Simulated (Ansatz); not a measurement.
# Resistivity from frozen vibrations: Pt(111) with 4 thermally displaced layers, 2x2

Wanted: the phonon-limited resistivity of Pt at 80 K by the Landauer route.

Calculated with Ansatz 0.2.0; Ansatz plane-wave DFT, PBE, PAW files; ballistic transport by layer matching (Landauer), zero bias; PAW set soft_1.

Report form: the programs' logs are mostly left out.

## 1. The starting structure

The cell holds 40 atoms: 40 Pt. Its edges and angles: a = 5.546 Å, b = 5.546 Å, c = 22.699 Å, α = 93.5°, β = 86.5°, γ = 120.0°. It derives from Pt. Regions: lead, 24 atoms (24 Pt); scattering region, 16 atoms (16 Pt). The structure is stacked along c, and the current runs across the ab planes.

## 2. With 4 displaced layers

Each atom of 4 layers is moved at random, by amounts drawn from a normal law 0.0357 Å wide in each direction from the Debye model (240 K) at 80 K. The layers about the cell's end stay perfect and serve as the lead. Disorder leaves little or no symmetry, which makes such runs dear. Energies from -0.05 to 0.05 eV in steps of 0.05 eV are too few for the program's thermal sum, so it prints no conductance; for a metal the transmission near the Fermi level serves, at a fraction of the cost.

input.yaml reads:

```yaml
crystal:
  lattice:
    - [5.5462627489, 0.0, 0.0]
    - [-2.7731313745, 4.8032044366, 0.0]
    - [1.3865656872, -0.8005340728, 22.6425228571]
  atoms:
    - { symbol: Pt, position: [0.9916666667, 0.0083333333, 0.05] }
    - { symbol: Pt, position: [0.9916666667, 0.5083333333, 0.05] }
    - { symbol: Pt, position: [0.4916666667, 0.0083333333, 0.05] }
    - { symbol: Pt, position: [0.4916666667, 0.5083333333, 0.05] }
    - { symbol: Pt, position: [0.1416666667, 0.3583333333, 0.15] }
    - { symbol: Pt, position: [0.1416666667, 0.8583333333, 0.15] }
    - { symbol: Pt, position: [0.6416666667, 0.3583333333, 0.15] }
    - { symbol: Pt, position: [0.6416666667, 0.8583333333, 0.15] }
[... 28 atom lines left out ...]
    - { symbol: Pt, position: [0.8416666667, 0.1583333333, 0.95] }
    - { symbol: Pt, position: [0.8416666667, 0.6583333333, 0.95] }
    - { symbol: Pt, position: [0.3416666667, 0.1583333333, 0.95] }
    - { symbol: Pt, position: [0.3416666667, 0.6583333333, 0.95] }
kpoints:
  mp_grid: { grid: [5, 5, 1] }
hamiltonian:
  xc: pbe
  pseudopotentials: { kind: paw, azcp: { folder: soft_1 } }
scf:
  occupations: { method: fermi_dirac, width: 0.1 }
output:
  transmission:
    leads: [[0, 4]]
    kmesh: [10, 10]
    e_range: [-0.05, 0.05]
    de: 0.05
  write_potential: true
  write_density: true
  volumetric_format: npy
  elf: true
```

Command:

```
ansatz run input.yaml --threads 4 --pin off --max-ram 15360MiB --backend cpu --events-out ev --progress --plain --runs-dir out
```

It took 8.5 min on 4 threads of Arm Neoverse V1, shared host; peak memory 5.7 GiB.

This step gave:

```
free energy                                    : -500987.9743 eV
energy at zero smearing                        : -500986.8561 eV
Fermi energy                                   : 23.43 eV
cell area                                      : 26.64 Å²
transmission per spin nearest the Fermi level  : 6.507
open channels per spin nearest the Fermi level : 6.89
step of the lead's potential                   : 6.3 meV
```

Per spin. Table of transmission, zone mean by energy, zero at the Fermi level:

```csv
energy (eV),"transmission, zone mean"
-0.0500,6.71
0.0000,6.51
0.0500,5.99
```

Per spin. Table of open channels, zone mean, lead by energy, zero at the Fermi level:

```csv
energy (eV),"open channels, zone mean, lead"
-0.0500,7.16
0.0000,6.89
0.0500,6.21
```

Transmission over k1 and k2. At 0.0000 eV from the Fermi level.

Values, 10 rows by 10 columns:
```
9.14 7.85 5.94 5.92 5.92 7.86 9.35 3.98 3.00 3.97
5.36 5.89 7.84 6.69 6.62 7.85 5.91 5.51 3.00 3.00
5.47 5.91 6.57 8.52 3.92 8.60 6.55 5.93 5.45 3.97
9.26 5.91 6.56 3.90 7.44 7.58 3.90 6.66 5.90 9.28
9.05 7.84 7.84 8.55 7.68 4.77 7.68 8.55 7.84 7.84
9.26 9.28 5.90 6.66 3.90 7.58 7.44 3.90 6.56 5.91
5.47 3.97 5.45 5.93 6.55 8.60 3.92 8.52 6.57 5.91
5.36 3.00 3.00 5.51 5.91 7.85 6.62 6.69 7.84 5.89
9.14 3.97 3.00 3.98 9.35 7.86 5.92 5.92 5.94 7.85
8.91 9.16 5.51 5.70 9.33 9.06 9.33 5.70 5.51 9.16
```
Columns: k1 (b1) from -0.5 to 0.4; rows upwards: k2 (b2) from -0.5 to 0.4.

Open channels over k1 and k2. At 0.0000 eV from the Fermi level.

Ten even steps from '_' (3.0) to '@' (10.0):
```
@@##======##@@..__..
====##++++##====____
====++%%..%%++====..
@@==++..%%%%..++==@@
@@####%%%%::%%%%####
@@@@==++..%%%%..++==
==..====++%%..%%++==
==____====##++++##==
@@..__..@@##======##
@@@@====@@@@@@====@@
```
Columns: k1 (b1) from -0.5 to 0.4; rows upwards: k2 (b2) from -0.5 to 0.4.

Electrostatic potential energy in the ca plane at fractional y = 0.620, with atoms of Pt within 0.2 Å of it. With pseudopotentials it is smooth inside the atoms' cores, unlike the true potential.

Values in eV, 8 rows by 16 columns, each cell a mean:
```
 22  23  11  20 -25 -10  23  24  25  23  12 -40  -4  23  24  24
 22  14 -32  10  14  18  21  20  19   8  18 -20   8  21  24  24
 22  18 -23  12  19  22  19  16  11 -14  22  21  23   4  13  17
 21  25  19  21 -21  -1  23  22  21  11  20  -3  17   8  14  17
 22  23  11  19 -27 -11  24  25  25  24  12 -40  -4  23  24  24
 22  14 -32  10  11  16  23  22  19  10  18 -24   5  21  24  24
 22  18 -23  12  17  21  20  18  10 -17  21  19  22   3  13  17
 21  25  19  20 -23  -4  22  22  20   8  19  -8  15   8  14  17
```
Columns run along c (16.0 Å, from fractional 0.15 to 0.85 of the cell; values clipped at the 3rd and 97th percentile), rows up along a (5.5 Å). Atoms in or near the plane, at fractional coordinates: Pt at (0.65, 0.90), Pt at (0.65, 0.39).

ELF in the ca plane at fractional y = 0.620, with atoms of Pt within 0.2 Å of it. It is the smooth field of the valence electrons, not physical close to the nuclei.

Ten even steps from '0' (0.14) to '9' (0.58), each cell a mean:
```
22111222223799952222100012222489984222211012
22212465323579842222210022222489984222210002
22223798632245422223211234322379984222210012
22223899842222211233322367632235542223321112
22223799732222211234322368852122222246542223
22212465432345421233322367742222222257643334
22101122223689842223211234322246532235542224
22100122223899952222200012222489973222321122
22211343223799952222100012222499984222210012
22223687533468742222210122222489984222210002
22223899842233321222221255422368873222221012
22223899842222211233222478742234432234432223
32222687532234321233222478852223322247643234
22211243223478732223222357632234432246643234
22100122223799952222210123222368863224432223
```
Columns run along c (16.0 Å, from fractional 0.15 to 0.85 of the cell), rows up along a (5.5 Å). Atoms in or near the plane, at fractional coordinates: Pt at (0.65, 0.90), Pt at (0.65, 0.39).

Valence density in the ca plane at fractional y = 0.620, with atoms of Pt within 0.2 Å of it. It is the smooth field of the valence electrons, not physical close to the nuclei.

Ten even steps from '0' (0 e/Å³) to '9' (10 e/Å³), each cell a mean:
```
00000000000278510000000000000149840000000000
00000011000134300000000000000149951000000000
00000254200001000000000000000025520000000000
00000366300000000000000012100001100000000000
00000244200000000000000023200000000001100000
00000011000011000000000012100000000001200000
00000000000145200000000000000001100001100000
00000000000278510000000000000036520000000000
00000000000267410000000000000159951000000000
00000132100023200000000000000048941000000000
00000266300000000000000001000013420000000000
00000266300000000000000013200000000000000000
00000123100000000000000023200000000001100000
00000000000123100000000011100000000001100000
00000000000267410000000000000024310000000000
```
Columns run along c (16.0 Å, from fractional 0.15 to 0.85 of the cell), rows up along a (5.5 Å). Atoms in or near the plane, at fractional coordinates: Pt at (0.65, 0.90), Pt at (0.65, 0.39).

Over the solved energies the transmission per spin lies between 5.99 and 6.71, out of 6.75 channels of the lead on average (up to 7.16).

## 3. With 8 displaced layers

Each atom of 8 layers is moved at random, by amounts drawn from a normal law 0.0357 Å wide in each direction from the Debye model (240 K) at 80 K. A fresh draw is used; the growth of the resistance with length is what counts.

System of this step: Pt(111) with 8 thermally displaced layers, 2x2. The cell holds 56 atoms: 56 Pt. Its edges and angles: a = 5.546 Å, b = 5.546 Å, c = 31.740 Å, α = 87.5°, β = 92.5°, γ = 120.0°. It derives from Pt. Regions: lead, 24 atoms (24 Pt); scattering region, 32 atoms (32 Pt). The structure is stacked along c, and the current runs across the ab planes.

input.yaml reads:

```yaml
crystal:
  lattice:
    - [5.5462627489, 0.0, 0.0]
    - [-2.7731313745, 4.8032044366, 0.0]
    - [-1.3865656872, 0.8005340728, 31.6995319999]
  atoms:
    - { symbol: Pt, position: [0.005952381, 0.994047619, 0.0357142857] }
    - { symbol: Pt, position: [0.005952381, 0.494047619, 0.0357142857] }
    - { symbol: Pt, position: [0.505952381, 0.994047619, 0.0357142857] }
    - { symbol: Pt, position: [0.505952381, 0.494047619, 0.0357142857] }
    - { symbol: Pt, position: [0.1845238095, 0.3154761905, 0.1071428571] }
    - { symbol: Pt, position: [0.1845238095, 0.8154761905, 0.1071428571] }
    - { symbol: Pt, position: [0.6845238095, 0.3154761905, 0.1071428571] }
    - { symbol: Pt, position: [0.6845238095, 0.8154761905, 0.1071428571] }
[... 44 atom lines left out ...]
    - { symbol: Pt, position: [0.3273809524, 0.1726190476, 0.9642857143] }
    - { symbol: Pt, position: [0.3273809524, 0.6726190476, 0.9642857143] }
    - { symbol: Pt, position: [0.8273809524, 0.1726190476, 0.9642857143] }
    - { symbol: Pt, position: [0.8273809524, 0.6726190476, 0.9642857143] }
kpoints:
  mp_grid: { grid: [5, 5, 1] }
hamiltonian:
  xc: pbe
  pseudopotentials: { kind: paw, azcp: { folder: soft_1 } }
scf:
  occupations: { method: fermi_dirac, width: 0.1 }
output:
  transmission:
    leads: [[0, 4]]
    kmesh: [10, 10]
    e_range: [-0.05, 0.05]
    de: 0.05
  write_potential: true
  write_density: true
  volumetric_format: npy
```

Wall time 16 min (4 threads); peak memory 9.6 GiB.

Numbers from this step:

| Property | Result |
| --- | --- |
| free energy | -701382.9741 eV |
| energy at zero smearing | -701381.4252 eV |
| transmission per spin nearest the Fermi level | 6.104 |
| step of the lead's potential | 2.5 meV |

Per spin. The transmission, zone mean by energy, zero at the Fermi level:

```csv
energy (eV),"transmission, zone mean"
-0.0500,6.32
0.0000,6.10
0.0500,5.69
```

Over the solved energies the transmission per spin lies between 5.69 and 6.32, out of 6.74 channels of the lead on average (up to 7.12).

## 4. With 12 displaced layers

Each atom of 12 layers is moved at random, by amounts drawn from a normal law 0.0357 Å wide in each direction from the Debye model (240 K) at 80 K. A fresh draw is used; the growth of the resistance with length is what counts.

System of this step: Pt(111) with 12 thermally displaced layers, 2x2. The cell holds 72 atoms: 72 Pt. Its edges and angles: a = 5.546 Å, b = 5.546 Å, c = 40.757 Å, α = 90.0°, β = 90.0°, γ = 120.0°. It derives from Pt. Regions: lead, 24 atoms (24 Pt); scattering region, 48 atoms (48 Pt). The structure is stacked along c, and the current runs across the ab planes.

input.yaml reads:

```yaml
crystal:
  lattice:
    - [5.5462627489, 0.0, 0.0]
    - [-2.7731313745, 4.8032044366, 0.0]
    - [0.0, 0.0, 40.7565411427]
  atoms:
    - { symbol: Pt, position: [0.0, 0.0, 0.0277777778] }
    - { symbol: Pt, position: [0.0, 0.5, 0.0277777778] }
    - { symbol: Pt, position: [0.5, 0.0, 0.0277777778] }
    - { symbol: Pt, position: [0.5, 0.5, 0.0277777778] }
    - { symbol: Pt, position: [0.1666666667, 0.3333333333, 0.0833333333] }
    - { symbol: Pt, position: [0.1666666667, 0.8333333333, 0.0833333333] }
    - { symbol: Pt, position: [0.6666666667, 0.3333333333, 0.0833333333] }
    - { symbol: Pt, position: [0.6666666667, 0.8333333333, 0.0833333333] }
[... 60 atom lines left out ...]
    - { symbol: Pt, position: [0.3333333333, 0.1666666667, 0.9722222222] }
    - { symbol: Pt, position: [0.3333333333, 0.6666666667, 0.9722222222] }
    - { symbol: Pt, position: [0.8333333333, 0.1666666667, 0.9722222222] }
    - { symbol: Pt, position: [0.8333333333, 0.6666666667, 0.9722222222] }
kpoints:
  mp_grid: { grid: [5, 5, 1] }
hamiltonian:
  xc: pbe
  pseudopotentials: { kind: paw, azcp: { folder: soft_1 } }
scf:
  occupations: { method: fermi_dirac, width: 0.1 }
output:
  transmission:
    leads: [[0, 4]]
    kmesh: [10, 10]
    e_range: [-0.05, 0.05]
    de: 0.05
  write_potential: true
  write_density: true
  volumetric_format: npy
```

Wall time 28 min (4 threads); peak memory 8.4 GiB; 1.8 h of CPU time.

This step gave:

| Property | Result |
| --- | --- |
| free energy | -901777.7206 eV |
| energy at zero smearing | -901775.7013 eV |
| transmission per spin nearest the Fermi level | 5.528 |
| step of the lead's potential | 8.9 meV |

Per spin. Table of transmission, zone mean by energy, zero at the Fermi level:

```csv
energy (eV),"transmission, zone mean"
-0.0500,5.75
0.0000,5.53
0.0500,5.27
```

Over the solved energies the transmission per spin lies between 5.27 and 5.75, out of 6.71 channels of the lead on average (up to 7.04).

## 5. The fit

This step: Ansatz plane-wave DFT, PBE, PAW files; ballistic transport by layer matching (Landauer), zero bias; resistivity from the slope of the area resistance; PAW set soft_1 (Ansatz 0.2.0).

This step gave:

```yaml
resistivity: 4.594 µΩ cm
intercept: -0.01701 fΩ m²
scatter_about_the_fit: 0.004943 fΩ m²
```

Resistance, by row:

```csv
run,length (Å),T,channels N,RA (fΩ m²)
n4,9.057,6.4,6.753,0.02809
n8,18.11,6.039,6.74,0.05922
n12,27.17,5.515,6.713,0.1113
```

The area resistance by length of the displaced region:

```csv
length of the displaced region (Å),area resistance (fΩ m²)
9.06,0.0281
18.11,0.0592
27.17,0.111
```

The area resistance goes from 0.028 to 0.11 fΩ m² between 9.1 and 27.2 Å, a slope of 4.6 µΩ cm.

By hand from the end points: (0.1113 − 0.02809) fΩ m² / (27.17 − 9.06) Å = 4.6 µΩ cm, since 1 fΩ m² per Å is 1000 µΩ cm.

## 6. Summary of results

```
resistivity from the slope  : 4.59 µΩ cm
area resistance over 9.06 Å : 0.0281 fΩ m²
area resistance over 18.1 Å : 0.0592 fΩ m²
area resistance over 27.2 Å : 0.111 fΩ m²
```

**Reading.** The slope gives 4.6 µΩ cm. The points scatter by 0.0049 fΩ m² about the line, with one random draw a length in a 2x2 cell, so the slope is a rough value. The mean square of the displacements drawn is 0.78, 0.99 and 1.2 of the nominal one at the three lengths; with each resistance scaled back by that, the slope is 3.2 µΩ cm, the value used below. Read with a model of isotropic scattering on a spherical Fermi surface and the lead's 2.0×10¹⁵ S/m², this slope means a mean free path near 136 Å; over these lengths the model's slope is 1.15 times its bulk resistivity, which would be 2.8 µΩ cm. This far under the Debye temperature the model doesn't describe a real metal: frozen displacements count zero-point motion as scattering and turn electrons through all angles, while in the metal the short-wave phonons freeze out. The measured value is 1.922 µΩ cm (CRC Handbook of Chemistry and Physics, 84th ed., 2003, Electrical Resistivity of Pure Metals); the scaled slope is 1.7 times that and the corrected value 1.5: clearly high. Spin-orbit coupling is left out, which matters for Pt.

[Logs are printed without paths, hosts, clocks, repeated set-up lines and the standing remarks that a program may print on its own settings, such as how far it seeks lower states.]

[Hosts, paths, dates, database ids (printed as entryN), source tags and the programs' standing remarks are cut or masked in the printed files.]
